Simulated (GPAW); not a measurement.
# Ga K-edge XANES of zinc-blende (GaAs)₁₋ₓ(GaP)ₓ at x = 0.125

Aim: the Ga K edge in zinc-blende (GaAs)₁₋ₓ(GaP)ₓ at x = 0.125, one member of a composition series.

Method: X-ray absorption from dipole matrix elements to empty bands, plane-wave PAW LDA, in GPAW 26.7.0.

## (1) The structure

The cell holds 16 atoms: 8 Ga, 7 As and 1 P. Cell: a = 7.959 Å, b = 7.959 Å, c = 7.959 Å, α = 60.0°, β = 60.0°, γ = 60.0°. 16-atom zinc-blende cell, 1 of 8 As sites taken by P at random, lattice constants typed for the ends and interpolated (Vegard).

Structure file:

```cif
data_structure
_symmetry_space_group_name_H-M 'P 1'
_symmetry_Int_Tables_number 1
_cell_length_a 7.9588
_cell_length_b 7.9588
_cell_length_c 7.9588
_cell_angle_alpha 60.000
_cell_angle_beta 60.000
_cell_angle_gamma 60.000
_cell_volume 356.48
loop_
_atom_site_label
_atom_site_type_symbol
_atom_site_fract_x
_atom_site_fract_y
_atom_site_fract_z
_atom_site_occupancy
Ga1 Ga 0.00388 0.00126 0.99871 1
As2 As 0.12450 0.12574 0.12339 1
Ga3 Ga 0.00020 0.00038 0.50489 1
As4 As 0.12579 0.12734 0.62510 1
Ga5 Ga 0.99986 0.49799 0.99738 1
As6 As 0.12597 0.62588 0.12474 1
Ga7 Ga 0.99800 0.50258 0.49496 1
P8 P 0.12395 0.62324 0.62396 1
Ga9 Ga 0.50003 0.00294 0.00141 1
As10 As 0.62427 0.12085 0.12151 1
Ga11 Ga 0.49969 0.00024 0.50557 1
As12 As 0.62625 0.12844 0.62634 1
Ga13 Ga 0.49810 0.49966 0.99975 1
As14 As 0.62310 0.62523 0.12472 1
Ga15 Ga 0.49775 0.49962 0.50313 1
As16 As 0.62729 0.62179 0.62483 1
```

## (2) Relaxation

Bond lengths around the absorber set the edge shape, so the atoms are relaxed before any spectrum.

Input file relax.py:

```python
import numpy as np
from ase import Atoms
from ase.parallel import parprint, paropen
from gpaw import GPAW, PW, FermiDirac, Mixer, MixerDif, setup_paths
from ase.optimize import BFGS

atoms = Atoms('GaAsGaAsGaAsGaPGaAsGaAsGaAsGaAs',
    cell=[[0, 5.62775, 5.62775],
     [5.62775, 0, 5.62775],
     [5.62775, 5.62775, 0]],
    scaled_positions=[[0.003881, 0.001257, 0.99871],
     [0.1245, 0.125742, 0.123393],
     [0.000204, 0.000383, 0.504889],
     [0.125794, 0.127337, 0.625096],
     [0.999859, 0.497986, 0.997381],
     [0.125973, 0.625881, 0.124745],
     [0.998001, 0.502584, 0.494965],
     [0.123955, 0.623238, 0.623961],
     [0.500026, 0.002942, 0.00141],
     [0.624269, 0.12085, 0.121515],
     [0.499688, 0.000244, 0.505573],
     [0.62625, 0.128441, 0.626342],
     [0.498096, 0.49966, 0.999751],
     [0.6231, 0.625235, 0.124721],
     [0.497754, 0.49962, 0.503132],
     [0.62729, 0.621793, 0.624828]],
    pbc=True)
atoms.calc = GPAW(legacy_gpaw=True, mode=PW(400, force_complex_dtype=True), xc='LDA', setups={},
    kpts={'size': (3, 3, 3), 'gamma': True}, occupations=FermiDirac(0.08),
    charge=0, mixer=Mixer(0.1, 5, 50), maxiter=150,
    convergence={'density': 0.0001, 'eigenstates': 1e-6}, txt='relax.txt')
steps = []
opt = BFGS(atoms, logfile='-')
opt.attach(lambda: steps.append([atoms.get_potential_energy(), float(np.linalg.norm(atoms.get_forces(), axis=1).max())]))
done = opt.run(fmax=0.05, steps=30)
out = dict(done=bool(done), steps=steps, frac=atoms.get_scaled_positions().tolist())
import json
with paropen('out.json', 'w') as f:
    json.dump(out, f)
```

On the command line:

```bash
$ OMP_NUM_THREADS=1 mpirun -n 4 gpaw python relax.py
```

Numbers of over 12 decimals in the logs are rounded to 6 here.

Log:

```text
Input parameters:
  convergence: {density: 0.0001,
                eigenstates: 1e-06}
  kpts: {gamma: True,
         size: (3, 3, 3)}
  maxiter: 150
  mixer: {backend: pulay,
          beta: 0.1,
          method: separate,
          nmaxold: 5,
          weight: 50}
  mode: {ecut: 400.0,
         force_complex_dtype: True,
         name: pw}
  occupations: {fixmagmom: False,
                name: fermi-dirac,
[...]
Forces in eV/Ang:
[...]
14 Ga   -0.01405    0.01963    0.00265
 15 As   -0.01481    0.00353    0.00470
Step     Time          Energy          fmax
BFGS:    0 02:11:43      -77.264343        1.074218
BFGS:    1 02:12:03      -77.319648        0.755926
BFGS:    2 02:12:23      -77.394784        0.139373
BFGS:    3 02:12:35      -77.396271        0.098232
BFGS:    4 02:12:47      -77.397773        0.062907
BFGS:    5 02:13:00      -77.398346        0.035827
[key lines of the parts left out:]
Converged after 6 iterations.
Dipole moment: (-25.193094, -27.005638, -27.056150) |e|*Ang
Free energy:    -77.398346
Fermi level: 4.94743
```

Elapsed: 1.8 min, on 4 MPI ranks of Arm Neoverse V2, shared host; peak memory 0.32 GiB.

In 5 steps the energy fell by 134 meV (energies extrapolated to zero smearing) and the largest force to 0.036 eV/Å. Atom 10 (As; the text counts from 1, the script from 0) is among those that moved most, by 0.06 Å.

## (3) The field without a hole

The ground state comes first: it tells whether the system has a gap, which decides how the excited electron is treated.

Input file scf.py:

```python
import numpy as np
from ase import Atoms
from ase.parallel import parprint, paropen
from gpaw import GPAW, PW, FermiDirac, Mixer, MixerDif, setup_paths
from gpaw.test import gen
setup_paths.insert(0, '.')
gen('Ga', name='nch1s', xcname='LDA', corehole=(1, 0, 0), write_xml=True)
from gpaw.mpi import world
world.barrier()

atoms = Atoms('GaAsGaAsGaAsGaPGaAsGaAsGaAsGaAs',
    cell=[[0, 5.62775, 5.62775],
     [5.62775, 0, 5.62775],
     [5.62775, 5.62775, 0]],
    scaled_positions=[[0.0009115, 0.0007737, 0.999607],
     [0.1242014, 0.1251696, 0.1268444],
     [0.0033704, 0.9934399, 0.5039683],
     [0.1265328, 0.1265317, 0.624583],
     [0.0007916, 0.5022762, 0.992567],
     [0.1248743, 0.6256111, 0.1220868],
     [0.0014457, 0.5036801, 0.4989937],
     [0.1236418, 0.6252186, 0.6240505],
     [0.4991501, 0.9996552, 0.0007952],
     [0.6256766, 0.1231495, 0.1264882],
     [0.5017205, 0.0000074, 0.5017561],
     [0.626132, 0.1262526, 0.6258099],
     [0.5000558, 0.4982236, 0.0003753],
     [0.6237711, 0.624662, 0.1251692],
     [0.4919413, 0.5035138, 0.5021456],
     [0.6244221, 0.6250386, 0.6251891]],
    pbc=True)
atoms.calc = calc = GPAW(legacy_gpaw=True, mode=PW(400, force_complex_dtype=True), xc='LDA', setups={0: 'nch1s'},
    kpts={'size': (3, 3, 3), 'gamma': True}, occupations=FermiDirac(0.05),
    charge=0, mixer=Mixer(0.1, 5, 50), maxiter=150,
    convergence={'density': 0.0001, 'eigenstates': 1e-6}, txt='scf.txt')
energy = atoms.get_potential_energy() + calc.get_reference_energy()
ef = calc.get_fermi_level()
out = dict(energy=energy, fermi=ef, forces=atoms.get_forces().tolist())
parprint(f'all-electron energy {energy:.4f} eV, Fermi level {ef:.4f} eV')
ev = np.array([[calc.get_eigenvalues(k, s) for k in range(len(calc.get_ibz_k_points()))] for s in range(calc.get_number_of_spins())])
out['homo'], out['lumo'], out['counts'] = ev[ev < ef].max(), ev[ev > ef].min(), sorted(set((ev < ef).sum((0, 2)).tolist()))
out['filled'] = (ev[:, 0] < ef).sum(1).tolist()
import json
with paropen('out.json', 'w') as f:
    json.dump(out, f)
```

On the command line:

```bash
$ OMP_NUM_THREADS=1 mpirun -n 4 gpaw python scf.py
```

Log:

```text
Input parameters:
  convergence: {density: 0.0001,
                eigenstates: 1e-06}
  kpts: {gamma: True,
         size: (3, 3, 3)}
  maxiter: 150
  mixer: {backend: pulay,
          beta: 0.1,
          method: separate,
          nmaxold: 5,
          weight: 50}
  mode: {ecut: 400.0,
         force_complex_dtype: True,
         name: pw}
  occupations: {fixmagmom: False,
                name: fermi-dirac,
                width: 0.05}
  setups: {0: nch1s}

Initialize ...

[... PAW data sets ...]

Reference energy: -861676.409391  # eV

Spin-paired calculation

[... convergence settings ...]
Symmetries present (total): 1
  [... symmetry matrices ...]

27 k-points: 3 x 3 x 3 Monkhorst-Pack grid
14 k-points in the irreducible part of the Brillouin zone
       k-points in crystal coordinates                weights
   0:     0.00000000    0.00000000    0.00000000          1/27
   1:     0.00000000    0.00000000    0.33333333          2/27
   2:     0.00000000    0.33333333   -0.33333333          2/27
   3:     0.00000000    0.33333333    0.00000000          2/27
   4:     0.00000000    0.33333333    0.33333333          2/27
   5:     0.33333333   -0.33333333   -0.33333333          2/27
   6:     0.33333333   -0.33333333    0.00000000          2/27
   7:     0.33333333   -0.33333333    0.33333333          2/27
   8:     0.33333333    0.00000000   -0.33333333          2/27
   9:     0.33333333    0.00000000    0.00000000          2/27
          ...
  13:     0.33333333    0.33333333    0.33333333          2/27

Wave functions: Plane wave expansion
  Cutoff energy: 400.000 eV
  Number of coefficients (min, max): 6423, 6481
  Pulay-stress correction: 0.000000 eV/Ang^3 (de/decut=0.000000)
  Using FFTW library
  Wavefunction extrapolation:
    Improved wavefunction reuse through dual PAW basis

Occupation numbers: Fermi-Dirac:
  width: 0.0500  # eV

Eigensolver
   Davidson(niter=2)

Densities:
  Coarse grid: 40*40*40 grid
  Fine grid: 80*80*80 grid
  Total Charge: 0.000000

Density mixing:
  Method: separate
  Backend: pulay
  Linear mixing parameter: 0.1
  old densities: 5
  Width of damping distribution: 1.1
  Damping of long wavelength oscillations: 50

[... Hamiltonian set-up ...]
Number of atoms: 16
Number of atomic orbitals: 64
Number of bands in calculation: 43
Number of valence electrons: 64
Bands to converge: occupied

... initialized

Initializing position-dependent things.

Density initialized from atomic densities
Creating initial wave functions:
  43 bands from LCAO basis set

                        As
                  Ga
                As
                    Ga
                  As
           Ga            Ga
         As  Ga        P   Ga
              As
                  Ga
                As
                    Ga
       As

Atomic positions and initial magnetic moments

Positions:
   0 Ga     5.629892    5.630668    0.009484    ( 0.0000,  0.0000,  0.0000)
   1 As     1.418272    1.412823    1.403398    ( 0.0000,  0.0000,  0.0000)
   2 Ga     8.427039    2.855175    5.609799    ( 0.0000,  0.0000,  0.0000)
   3 As     4.227086    4.227092    1.424184    ( 0.0000,  0.0000,  0.0000)
   4 Ga     8.412604    5.590374    2.831140    ( 0.0000,  0.0000,  0.0000)
   5 As     4.207857    1.389835    4.223544    ( 0.0000,  0.0000,  0.0000)
   6 Ga     5.642797    2.816348    2.842722    ( 0.0000,  0.0000,  0.0000)
[...]
13 As     4.219863    4.214849    7.025869    ( 0.0000,  0.0000,  0.0000)
  14 Ga     5.659600    5.594473    5.602172    ( 0.0000,  0.0000,  0.0000)
  15 As     7.035969    7.032499    7.031652    ( 0.0000,  0.0000,  0.0000)

Unit cell:
           periodic     x           y           z      points  spacing
  1. axis:    yes    0.000000    5.627750    5.627750    40     0.1625
  2. axis:    yes    5.627750    0.000000    5.627750    40     0.1625
  3. axis:    yes    5.627750    5.627750    0.000000    40     0.1625

  Lengths:   7.958840   7.958840   7.958840
  Angles:   60.000000  60.000000  60.000000

Effective grid spacing dv^(1/3) = 0.1773

iter:   1   -78.577608
iter:   2   -78.226443   -2.15  -0.86
iter:   3   -77.515159   -1.61  -0.91
iter:   4   -77.462779   -3.15  -1.41
iter:   5   -77.431786   -2.38  -1.51
iter:   6   -77.423983   -2.77  -1.92
iter:   7   -77.409933c  -4.44  -1.91
iter:   8   -77.399950c  -3.25  -2.05
iter:   9   -77.402608c  -3.65  -2.41
iter:  10   -77.397283c  -4.04  -2.28
iter:  11   -77.397295c  -5.60  -3.64
iter:  12   -77.397293c  -6.30c -3.66
iter:  13   -77.397288c  -6.45c -3.59
iter:  14   -77.397286c  -7.53c -3.95
iter:  15   -77.397287c  -7.55c -4.17c

Converged after 15 iterations.

Dipole moment: (-25.190414, -27.002591, -27.053268) |e|*Ang

Energy contributions relative to reference atoms: (reference = -861676.409391)

Kinetic:       +209.100181
Potential:     -186.212462
External:        +0.000000
XC:            -100.451495
Entropy (-ST):   -0.000509
Local:           +0.166743
SIC:             +0.000000
--------------------------
Free energy:    -77.397542
Extrapolated:   -77.397287

Showing only first 2 kpts
 Kpt  Band  Eigenvalues  Occupancy
  0    30      4.64947    1.99243
  0    31      4.65044    1.99228
  0    32      5.15128    0.02278
  0    33      5.58723    0.00000

  1    30      4.26957    2.00000
  1    31      4.27061    2.00000
  1    32      5.81506    0.00000
  1    33      6.25413    0.00000

Fermi level: 4.92811

Gap: 0.501 eV
Transition (v -> c):
  (s=0, k=0, n=31, [0.00, 0.00, 0.00]) -> (s=0, k=0, n=32, [0.00, 0.00, 0.00])
No difference between direct/indirect transitions

Forces in eV/Ang:
  0 Ga   -0.01225    0.00622   -0.00287
  1 As   -0.00860   -0.01261    0.01352
  2 Ga    0.00307   -0.02910   -0.00162
  3 As   -0.00783   -0.01120   -0.01931
  4 Ga    0.00203    0.01189   -0.00301
  5 As    0.02255    0.02751   -0.00732
  6 Ga    0.00717    0.01575   -0.00637
[...]
13 As    0.00061    0.01213    0.00878
 14 Ga   -0.01487    0.01967    0.00259
 15 As   -0.01142    0.00315    0.00554
Scalar-relativistic atomic LDA calculation for Ga (Gallium, Z=31)
Core hole in 1s state (1s occupation: 2.0)
600 radial gridpoints.
|------------------------------------------------|
|------------------------------------------------|
[... the atom generator's iteration count ...]

Energy contributions:
-------------------------
Kinetic:    +1972.184799
XC:           -72.597836
Potential:  -3840.247246
-------------------------
Total:      -1940.660283

state      eigenvalue         ekin         rmax
-----------------------------------------------
1s^2.0 :  -375.030000   481.718074        0.032
2s^2.0 :   -46.288952    91.904266        0.183
2p^6.0 :   -40.360200    89.727351        0.146
3s^2.0 :    -5.415739    20.699600        0.565
3p^6.0 :    -3.626001    18.420027        0.567
3d^10.0:    -0.713236    12.977628        0.531
4s^2.0 :    -0.336865     1.972734        1.883
4p^1.0 :    -0.100461     0.934904        2.519
-----------------------------------------------
(units: Bohr and Hartree)

Generating PAW setup
Kinetic energy of the core from tauc = 1987.570136
Cutoffs:
rc(s)=2.200
rc(p)=2.200
rc(d)=2.200
rc(vbar)=1.980
rc(comp)=2.200
rc(nct)=2.200

Kinetic energy of the core states: 1967.304428
Charge: 0.0
Core electrons: 28.0
Valence electrons: 3.0
Pseudo-core charge: 1.942142
Shape function alpha=2.066
Pseudo-electron charge 5.235165
state    eigenvalue         norm
--------------------------------
4s(2) :    -0.336865     1.140380
*s    :     0.663135
4p(1) :    -0.100461     1.012264
*p    :     0.899539
*d    :     0.000000
--------------------------------

Diagonalizing with gridspacing h=0.050

state   all-electron     PAW
-------------------------------
4s:      -0.336865    -0.337024
4p:      -0.100461    -0.100552
*d:                    0.030615
*f:                    0.065359
-------------------------------
all-electron energy -861753.8067 eV, Fermi level 4.9281 eV
```

Wall time 34 s (4 MPI ranks); peak memory 0.32 GiB.

The mesh shows a gap of 0.50 eV. The excited electron is kept all the same, so that all members of the series, with or without a gap, are treated alike.

## (4) Reference energy of the cell

The photon energy needs a difference of total energies, so the cell and mesh of the coming hole run are first run without a hole.

scf.py, as its differences from that of step 3:

```diff
@@ -32,3 +32,3 @@
 atoms.calc = calc = GPAW(legacy_gpaw=True, mode=PW(400, force_complex_dtype=True), xc='LDA', setups={0: 'nch1s'},
-    kpts={'size': (3, 3, 3), 'gamma': True}, occupations=FermiDirac(0.05),
+    kpts={'size': (3, 3, 3), 'gamma': True}, occupations=FermiDirac(0.02),
     charge=0, mixer=Mixer(0.1, 5, 50), maxiter=150,
```

Log:

```text
Input parameters:
  convergence: {density: 0.0001,
                eigenstates: 1e-06}
  kpts: {gamma: True,
         size: (3, 3, 3)}
  maxiter: 150
  mixer: {backend: pulay,
          beta: 0.1,
          method: separate,
          nmaxold: 5,
          weight: 50}
  mode: {ecut: 400.0,
         force_complex_dtype: True,
         name: pw}
  occupations: {fixmagmom: False,
                name: fermi-dirac,
[...]
4s(2) :    -0.336865     1.140380
*s    :     0.663135
4p(1) :    -0.100461     1.012264
*p    :     0.899539
*d    :     0.000000
--------------------------------

Diagonalizing with gridspacing h=0.050

state   all-electron     PAW
-------------------------------
4s:      -0.336865    -0.337024
4p:      -0.100461    -0.100552
*d:                    0.030615
*f:                    0.065359
-------------------------------
all-electron energy -861753.8068 eV, Fermi level 4.9114 eV
[key lines of the parts left out:]
Converged after 15 iterations.
Dipole moment: (-25.190022, -27.002287, -27.052964) |e|*Ang
Free energy:    -77.397457
Fermi level: 4.91140
```

It took 34 s on 4 MPI ranks; peak memory 0.32 GiB.

Reference energy: -861753.807 eV with the cores included.

[end of part 1 of 2]

[Banner, clock and machine lines of the logs are left out without a mark of their own.]

[Logs are printed without paths, hosts, clocks, repeated set-up lines and the standing remarks that a program may print on its own settings, such as how far it seeks lower states.]

[Hosts, paths, dates, database ids (printed as entryN), source tags and the programs' standing remarks are cut or masked in the printed files.]

[Lists of maxima count a maximum above −3 eV only where it reaches 4 % of the highest in the window and stands out from its surroundings by 2 % of it (1.5 % where it reaches 55 %); shoulders and weaker maxima are passed over, and of the rest the first, up to two pre-edge ones and the few strongest are named.]
